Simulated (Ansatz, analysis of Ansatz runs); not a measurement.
# MgB₂C₂ (Pnnm): migration barriers side by side

What do single jumps of point defects cost in MgB₂C₂ (Pnnm)? 8 of them are compared.

Plane-wave DFT (PBEsol) in Ansatz 0.2.0. For each hop both ends were relaxed and joined by a climbing-image band in a supercell, at fixed charge and with no image-charge correction. Cells with an odd electron count are spin-polarised. Left out are bands with an unsampled step, a second maximum, a lower structure on the way or a barrier under 0.03 eV, hosts that distort, and hops whose barrier moves by over a quarter on a mesh of more points; some further systems are held out of this collection. These are calculated values, not measurements.

### 1. The hops

A hop between unlike places has two barriers. The larger one, the climb from the lower place, is used for the ranking. Forward is the direction in which the atom was set to move. A move is called local where the atom goes under 2 Å and keeps its one covalent partner, or under 1.7 Å into a vacancy: alone, such a move is unlikely to carry an atom through the crystal.

| hop | charge | kind | largest displacement of an atom (Å) | forward (eV) | backward (eV) | host atoms | k-points | core time |
| --- | --- | --- | --- | --- | --- | --- | --- | --- |
| Be_i hop between interstitial places | 0 | jump | 2.76 | 0.79 | 0.79 | 60 | one point at (¼, ¼, ¼) | 1.7 h |
| Li_i hop between interstitial places | +1 | jump | 2.76 | 0.92 | 0.92 | 60 | the zone centre alone | 8.4 min |
| V_Mg hop | 0 | jump | 2.46 | 1.03 | 1.03 | 60 | the zone centre alone | 4.3 min |
| Li_i hop between interstitial places | 0 | jump | 2.76 | 1.05 | 1.05 | 60 | the zone centre alone | 22 min |
| V_Mg hop | −2 | jump | 2.46 | 1.09 | 1.09 | 60 | the zone centre alone | 4 min |
| Mg_i hop between interstitial places | 0 | jump | 2.76 | 1.15 | 1.15 | 60 | one point at (¼, ¼, ¼) | 13 min |
| Mg_i hop between interstitial places | +2 | jump | 2.76 | 1.19 | 1.19 | 60 | one point at (¼, ¼, ¼) | 12 min |
| Be_i hop between interstitial places | +2 | jump | 2.76 | 1.24 | 1.24 | 60 | one point at (¼, ¼, ¼) | 69 min |

### 2. The surroundings of the moving atom

For the atom that moves farthest (on an interstitialcy path it can be the one pushed off its site), the atoms within 15 % of the nearest distance describe the place that it leaves and the one that it passes.

| hop | charge | at the start | at the top | larger barrier (eV) |
| --- | --- | --- | --- | --- |
| Be_i hop between interstitial places | 0 | 3 B at 1.90 to 2.16 Å and 3 C at 1.91 to 1.99 Å | 2 C at 1.78 to 2.01 Å and 2 B at 1.82 to 2.00 Å | 0.79 |
| Li_i hop between interstitial places | +1 | 2 C at 2.11 Å and 4 B at 2.27 Å | 2 B at 1.96 Å and 2 C at 2.20 Å | 0.92 |
| V_Mg hop | 0 | 6 C at 2.27 to 2.41 Å and 6 B at 2.38 to 2.52 Å | 2 C at 2.06 Å and 2 B at 2.19 Å | 1.03 |
| Li_i hop between interstitial places | 0 | 2 C at 2.08 Å and 4 B at 2.24 Å | 2 B at 1.95 Å and 2 C at 2.20 Å | 1.05 |
| V_Mg hop | −2 | 6 C at 2.27 to 2.41 Å and 6 B at 2.37 to 2.51 Å | 2 C at 2.06 Å and 2 B at 2.18 Å | 1.09 |
| Mg_i hop between interstitial places | 0 | 2 C at 2.15 Å and 4 B at 2.29 Å | 2 B at 2.03 Å and 2 C at 2.20 Å | 1.15 |
| Mg_i hop between interstitial places | +2 | 2 C at 2.14 Å and 4 B at 2.30 Å | 2 B at 2.04 Å and 2 C at 2.24 Å | 1.19 |
| Be_i hop between interstitial places | +2 | 4 C at 1.93 to 2.07 Å and 3 B at 2.03 Å | 2 B at 1.85 Å and 2 C at 1.98 Å | 1.24 |

### 3. Checks on the paths found

Single points at start, top and end test the sampling and the functional without new bands. The modes of the moving atom, with the host held, give a rough attempt frequency.

Forward barriers in eV:

| hop | charge | band | mesh of more points | HSE06 | LDA | r2SCAN | attempt frequency (THz) |
| --- | --- | --- | --- | --- | --- | --- | --- |
| Be_i hop between interstitial places | 0 | 0.79 | 0.76 | - | 0.75 | 0.75 | - |
| Li_i hop between interstitial places | +1 | 0.92 | 0.99 | - | - | - | - |
| V_Mg hop | 0 | 1.03 | 0.96 | - | - | - | - |
| Li_i hop between interstitial places | 0 | 1.05 | 0.95 | - | - | - | - |
| V_Mg hop | −2 | 1.09 | 0.97 | - | - | - | - |
| Mg_i hop between interstitial places | 0 | 1.15 | 1.14 | 1.18 | - | 1.21 | 6.0 |
| Mg_i hop between interstitial places | +2 | 1.19 | 1.29 | 1.27 | - | 1.26 | 6.6 |
| Be_i hop between interstitial places | +2 | 1.24 | 1.13 | - | 1.15 | 1.25 | 11.6 |

### 4. Summary of results

```json
{
  "larger barrier, Be_i hop between interstitial places, charge 0": "0.79 eV",
  "larger barrier, Li_i hop between interstitial places, charge plus 1": "0.92 eV",
  "larger barrier, V_Mg hop, charge 0": "1.03 eV",
  "larger barrier, Li_i hop between interstitial places, charge 0": "1.05 eV",
  "larger barrier, V_Mg hop, charge minus 2": "1.09 eV",
  "larger barrier, Mg_i hop between interstitial places, charge 0": "1.15 eV",
  "larger barrier, Mg_i hop between interstitial places, charge plus 2": "1.19 eV",
  "larger barrier, Be_i hop between interstitial places, charge plus 2": "1.24 eV"
}
```

**Reading.** Of the jumps kept, the larger barrier is lowest for Be_i hop between interstitial places at charge 0 (0.79 eV) and highest for Be_i hop between interstitial places at charge +2 (1.24 eV). By element, the lowest of these is 0.79 eV for Be, 0.92 eV for Li and 1.03 eV for Mg. With an assumed prefactor of 1e13 per second, one uphill hop a second along one path needs about 310 K for Be_i hop between interstitial places (0) and 480 K for Be_i hop between interstitial places (+2). Of the paths run at two charges, Be_i hop between interstitial places changes most, by the larger barrier: 0.79 eV at 0 and 1.24 eV at +2. Whether the added carriers are bound to the defect, and whether each charge is stable, wasn't tested. On the 8 checked, the second mesh moves a barrier by up to 0.12 eV, so hops closer than that aren't ranked. For bands at (¼, ¼, ¼) the second mesh holds only that point and its sign variants, which is a weak test. The rows differ in cell or k-points. HSE06 changes 2 forward barriers by 0.03 to 0.08 eV. LDA changes 2 forward barriers by -0.09 to -0.04 eV. r2SCAN changes 4 forward barriers by -0.04 to 0.07 eV. These are barriers of single jumps: diffusion also needs the defects, whose formation energies aren't counted here, and a chain of jumps that crosses the crystal. Other paths weren't searched, and for 4 of the 8 hops the top wasn't tested as a first-order saddle. Periodic copies stand 8.3 Å apart or more.

[Logs are printed without paths, hosts, clocks, repeated set-up lines and the standing remarks that a program may print on its own settings, such as how far it seeks lower states.]

[Hosts, paths, dates, database ids (printed as entryN), source tags and the programs' standing remarks are cut or masked in the printed files.]
